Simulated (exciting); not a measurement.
The C K edge of atom 3 in LiCNO, space group R3m, with 1 N at 1.19 Å and 1 O at 1.23 Å (linear, site symmetry 3m), was computed at 3 levels: exchange and screened direct term (singlet BSE), exchange term alone (RPA) and independent particles. Common settings: exciting, all-electron LAPW+lo, LDA, 4×4×4 shifted k points, 18 conduction bands, |G+q| up to 3 bohr⁻¹, full RPA screening with nempty = 40, Lorentzian half width 0.45 eV.

Energy from the Kohn–Sham onset, core level to the lowest empty state found on the meshes used; all runs on one relative scale:

| E (eV) | run 1 | run 2 | run 3 |
| --- | --- | --- | --- |
| -8.0 | 0.00 | 0.00 | 0.05 |
| -7.5 | 0.01 | 0.00 | 0.07 |
| -7.0 | 0.01 | 0.01 | 0.11 |
| -6.5 | 0.01 | 0.01 | 0.17 |
| -6.0 | 0.01 | 0.01 | 0.34 |
| -5.5 | 0.01 | 0.01 | 0.86 |
| -5.0 | 0.01 | 0.01 | 2.22 |
| -4.5 | 0.01 | 0.01 | 1.29 |
| -4.0 | 0.01 | 0.01 | 0.47 |
| -3.5 | 0.01 | 0.01 | 0.22 |
| -3.0 | 0.02 | 0.01 | 0.13 |
| -2.5 | 0.02 | 0.02 | 0.10 |
| -2.0 | 0.02 | 0.02 | 0.10 |
| -1.5 | 0.03 | 0.03 | 0.07 |
| -1.0 | 0.04 | 0.04 | 0.06 |
| -0.5 | 0.06 | 0.05 | 0.08 |
| 0.0 | 0.09 | 0.08 | 0.12 |
| 0.5 | 0.18 | 0.14 | 0.11 |
| 1.0 | 0.42 | 0.30 | 0.09 |
| 1.5 | 0.67 | 0.53 | 0.07 |
| 2.0 | 0.73 | 0.60 | 0.07 |
| 2.5 | 0.98 | 0.86 | 0.07 |
| 3.0 | 0.94 | 1.06 | 0.08 |
| 3.5 | 0.51 | 0.69 | 0.08 |
| 4.0 | 0.25 | 0.31 | 0.10 |
| 4.5 | 0.14 | 0.17 | 0.12 |
| 5.0 | 0.10 | 0.12 | 0.09 |
| 5.5 | 0.09 | 0.09 | 0.07 |
| 6.0 | 0.10 | 0.10 | 0.08 |
| 6.5 | 0.12 | 0.13 | 0.09 |
| 7.0 | 0.12 | 0.12 | 0.09 |
| 7.5 | 0.12 | 0.12 | 0.10 |
| 8.0 | 0.11 | 0.11 | 0.13 |
| 8.5 | 0.10 | 0.10 | 0.17 |
| 9.0 | 0.09 | 0.09 | 0.20 |
| 9.5 | 0.08 | 0.08 | 0.18 |
| 10.0 | 0.08 | 0.08 | 0.16 |
| 10.5 | 0.12 | 0.12 | 0.13 |
| 11.0 | 0.17 | 0.16 | 0.11 |
| 11.5 | 0.22 | 0.22 | 0.11 |
| 12.0 | 0.23 | 0.23 | 0.13 |
| 12.5 | 0.19 | 0.20 | 0.11 |
| 13.0 | 0.16 | 0.17 | 0.11 |
| 13.5 | 0.19 | 0.20 | 0.13 |
| 14.0 | 0.16 | 0.17 | 0.18 |
| 14.5 | 0.13 | 0.13 | 0.19 |
| 15.0 | 0.15 | 0.15 | 0.18 |
| 15.5 | 0.20 | 0.20 | 0.16 |
| 16.0 | 0.20 | 0.21 | 0.15 |
| 16.5 | 0.17 | 0.18 | 0.18 |
| 17.0 | 0.14 | 0.15 | 0.23 |
| 17.5 | 0.12 | 0.12 | 0.20 |
| 18.0 | 0.12 | 0.12 | 0.18 |
| 18.5 | 0.13 | 0.13 | 0.17 |
| 19.0 | 0.14 | 0.13 | 0.16 |

Question: Which run is which, and why?

Run 1: independent particles; highest local maximum in the window at 2.7 eV. Run 2: exchange term alone (RPA); highest local maximum in the window at 3.0 eV. Run 3: exchange and screened direct term (singlet BSE); highest local maximum in the window at -4.9 eV. The attractive direct term pulls weight down: the curves pass 0.35 at 0.9, 1.1 and -6.0 eV in the order of the runs. Fine structure above the first lines is partly noise of the 64-point mesh. Exchange alone moves the bare spectrum by 18 % r.m.s., towards higher energy.

[Hosts, paths, dates, database ids (printed as entryN), source tags and the programs' standing remarks are cut or masked in the printed files.]
